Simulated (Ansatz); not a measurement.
# Is AgGeW in the AlB2 type a stable metal?, part 3 of 3

The plan: relax AgGeW in the AlB2 type, check its phonons, and, if the lattice is stable, compute its Eliashberg function and ρ(T).

Ansatz 0.2.0; DFT PBE, scalar-relativistic, plane waves, PAW; PAW set soft_1.

So far, highest frequency, solved or plainly interpolated (cm⁻¹): step 5 (phonons by linear response: q 2×2×2, k 4×4×6) 209; step 6 (k-mesh 6×6×9, q mesh 3×3×3) 214. Also lowest on path (cm⁻¹): step 5 -29.8; step 6 -62.7. The relaxed cell has a = 4.539, c = 2.735 Å (conventional setting).

The structure was built from a prototype and need not be the compound's stable phase.

## (7) Phonons: Fermi–Dirac smearing of 0.3 eV

The phonons are repeated on the same meshes with a wide Fermi–Dirac smearing, to see whether the soft mode comes from sharp features of the Fermi surface.

The input, input.yaml:

```yaml
crystal:
  lattice:
    - [4.5386618339, 0.0, 0.0]
    - [-2.2693309169, 3.9305964473, 0.0]
    - [0.0, 0.0, 2.7351822485]
  atoms:
    - { symbol: W, position: [0.0, 0.0, 0.0] }
    - { symbol: Ge, position: [0.3333333333, 0.6666666667, 0.5] }
    - { symbol: Ag, position: [0.6666666667, 0.3333333333, 0.5] }
kpoints:
  mp_grid: { grid: [6, 6, 9] }
hamiltonian:
  xc: pbe
  pseudopotentials: { kind: paw, azcp: { folder: soft_1 } }
scf:
  occupations: { method: fermi_dirac, width: 0.3 }
output:
  eigenvalues: true
phonons:
  method: dfpt
  qmesh: [3, 3, 3]
  temperatures: { t_max: 1000, t_step: 50 }
  qpath:
    path:
      - [[0.0, 0.0, 0.0], [0.5, 0.0, 0.0], [0.33333333, 0.33333333, 0.0], [0.0, 0.0, 0.0], [0.0, 0.0, 0.5], [0.5, 0.0, 0.5], [0.33333333, 0.33333333, 0.5], [0.0, 0.0, 0.5]]
      - [[0.5, 0.0, 0.5], [0.5, 0.0, 0.0]]
      - [[0.33333333, 0.33333333, 0.5], [0.33333333, 0.33333333, 0.0]]
    npoints: 10
```

On the command line:

```sh
ansatz run input.yaml --threads 4 --pin off --max-ram 12288MiB --backend cpu --events-out ev --progress --plain --runs-dir out
```

Numbers of over 12 decimals in the logs are rounded to 6 here.

The program printed:

```text
band count auto-derived: 31 (N_el = 47.0; filled up to band 24; 29 by the electrons, moments and atoms)
[...]
Crystal: 3 atoms, lattice volume = 48.795 Å³
Basis set: ecut = 420 eV, 951 PW (Γ), exchange–correlation on 64×64×40 points (8 copies of the dense FFT grid, shifted against one another)
Bands: 31, of which v1, the nominal top of the filled ones, is band 24 counted from 1 (23 counted from 0)
Symmetry: 12 space group operations
k-points: 35 of 324 (time reversal used)
[...]
SCF iter   1: F=—  HF=-22270.521969 eV  |F-HF|=—  |Δ(HF+E_count)|=         —  Δρ=6.27e-2  dr2=2.31e0  ethr=3.10e-3  ⟨swp⟩=4.1  Hψ=3797  notcnv=0
[...]
SCF iter  10: F=-22269.923810 eV  HF=-22269.923810 eV  |F-HF|=7.28e-12  |Δ(HF+E_count)|=  1.02e-10  Δρ=1.15e-7  dr2=3.95e-12  ethr=1.00e-12  ⟨swp⟩=3.9  Hψ=4523  notcnv=0
SCF 1 converged in 10 iterations: F = -22269.923810 eV  dr2 = 3.95e-12
[...]
SCF converged after 10 iterations
Free energy (F): -22269.923810 eV
[...]
Internal energy: -22269.328961 eV  (E = F + TS)
E sigma→0 (E₀):  -22269.626386 eV
Entropy (-TS):   -0.594850 eV (-198.283 meV/atom)
Fermi energy:    18.176011 eV
[...]
--- Band table (eV; the first three rows and the last of 35) ---
  k-point 0: bands = [... 20 lower, 14.7148, 14.7148, 17.3597, 20.3226, 20.3226, 20.4205, 20.4205, 23.2429, ... 3 higher]
  k-point 1: bands = [... 20 lower, 15.1086, 15.1086, 17.5054, 18.9538, 18.9538, 21.7407, 21.7407, 22.7021, ... 3 higher]
  k-point 2: bands = [... 20 lower, 15.9119, 16.2455, 17.7097, 17.7097, 17.7370, 20.1733, 22.3666, 22.3666, ... 3 higher]
  k-point 34: bands = [... 20 lower, 15.4003, 16.2825, 16.9658, 18.5144, 18.8897, 19.6427, 19.9468, 22.2651, ... 3 higher]
[...]
ASR residual: 1.609e-3 → 0.000e0 eV/Å²; symmetrization residual: 1.568e-5 eV/Å²
  ASR residual per site (eV/Å²): 1.61e-3 1.37e-4 1.08e-4
  Γ frequencies (cm⁻¹): -43.59 0.00 0.00 0.00 100.70 120.19 120.19 193.56 193.56
--- Phonons (arbitrary-q DFPT): 6 irreducible q on the 3×3×3 mesh ---
[...]
interpolated dispersion: 93 rows × 9 modes
[...]
```

Run time: 3.1 min. Hardware: 4 threads of Arm Neoverse V2, shared host; peak memory 1 GiB; 12 min of CPU time.

Numbers from this step:

```yaml
share_of_imaginary_modes_in_the_plain_interpolation_between_solved_wavevectors: 0.0414
highest_frequency_solved_or_plainly_interpolated: 212.3 cm⁻¹
```

Solved on the 3×3×3 mesh alone; all other wavevectors are interpolated. The phonon branches at the labelled points (cm⁻¹):

```csv
point,branch 1,branch 2,branch 3,branch 4,branch 5,branch 6,branch 7,branch 8,branch 9
Γ,-44,0,0,0,101,120,120,194,194
halfway,-40,-32,37,62,97,111,118,189,199
M,-45,-36,54,73,90,105,134,180,204
halfway,-36,-29,58,69,88,92,149,177,204
K,-35,29,58,61,85,85,165,168,204
halfway,-39,-28,41,63,95,104,126,187,200
Γ,-44,0,0,0,101,120,120,194,194
halfway,56,56,110,112,112,122,160,185,185
A,91,91,91,91,151,170,176,176,212
halfway,78,86,92,95,151,174,179,182,208
L,64,81,98,101,143,177,183,186,204
halfway,59,76,101,113,143,165,177,196,204
H,56,73,103,130,142,150,176,200,204
halfway,73,84,96,97,151,172,175,188,207
A,91,91,91,91,151,170,176,176,212
jump to L,64,81,98,101,143,177,183,186,204
halfway,34,76,92,105,122,131,160,178,196
M,-45,-36,54,73,90,105,134,180,204
jump to H,56,73,103,130,142,150,176,200,204
halfway,54,68,75,114,121,151,154,165,200
K,-35,29,58,61,85,85,165,168,204
```

The phonon branches as a text plot (rows in cm⁻¹):

```
    207 |    ********          *******************     ***     **
    196 |****        ******   *        ******     *****  ******
    186 |  ****     **     ****    ****      **  **     *  *
    175 |      *****         * ******************* ***** *
    164 |        **         *  *        *   *     * *     * *****
    153 |       *  *          * *****    ********        ****
    143 |      *             * *     *******     *** *   ***
    132 |    **     *         *          *         ** ****** *
    121 |****        *********          * **        ***     * *
    111 | *****       *   * **         *          ***   *   *
    100 |****  *    ******    **   ***********   *   *** *   * *
     89 |    ********           *****        **** *** * * **  * *
     78 |                  *   *   ********** *  ****  *    *****
     68 |   *****  ***     * **      **     **   *   ** *****   *
     57 |  *  ******      * *          *****      *    **********
     46 | * **      ***                            *   *      **
     36 |  *           *  **                        *          **
     25 | *      **   *  **
     14 |*             * *                           *
      3 |*              *
     -7 |*         *
    -18 | *           **                                        *
    -29 |  *    *   **   *                            *
    -39 |****************                              **
         Γ    M   K     Γ       A     L  H     A|L     M|H      K
```

Among the solved wavevectors the lowest mode, translations apart, is -43.6 cm⁻¹, imaginary.

## (8) Summary of results

| Property | Result |
| --- | --- |
| phonon run of the rows without a label of their own | PBE, q 3×3×3, k 6×6×9 |
| softest mode on the q mesh | -62.7 cm⁻¹ at q = (-0.333, -0.333, 0) |
| highest frequency, solved or plainly interpolated | 214 cm⁻¹ |

The lattice is dynamically unstable at this level: a mode at q = (-0.333, -0.333, 0) is imaginary, 62.7i cm⁻¹, so no harmonic coupling constant or resistivity is defined for this structure. These meshes are coarse, and single modes of a metal can move by tens of cm⁻¹ with the k mesh. The coarser mesh found an imaginary mode at another wavevector, which this mesh lacks. Spin–orbit coupling, left out here, matters for W. The phonon runs are not spin-polarised. The structure was built by hand as an ordered model, and its stability against other phases was not tested.

[Logs are printed without paths, hosts, clocks, repeated set-up lines and the standing remarks that a program may print on its own settings, such as how far it seeks lower states.]

[Hosts, paths, dates, database ids (printed as entryN), source tags and the programs' standing remarks are cut or masked in the printed files.]
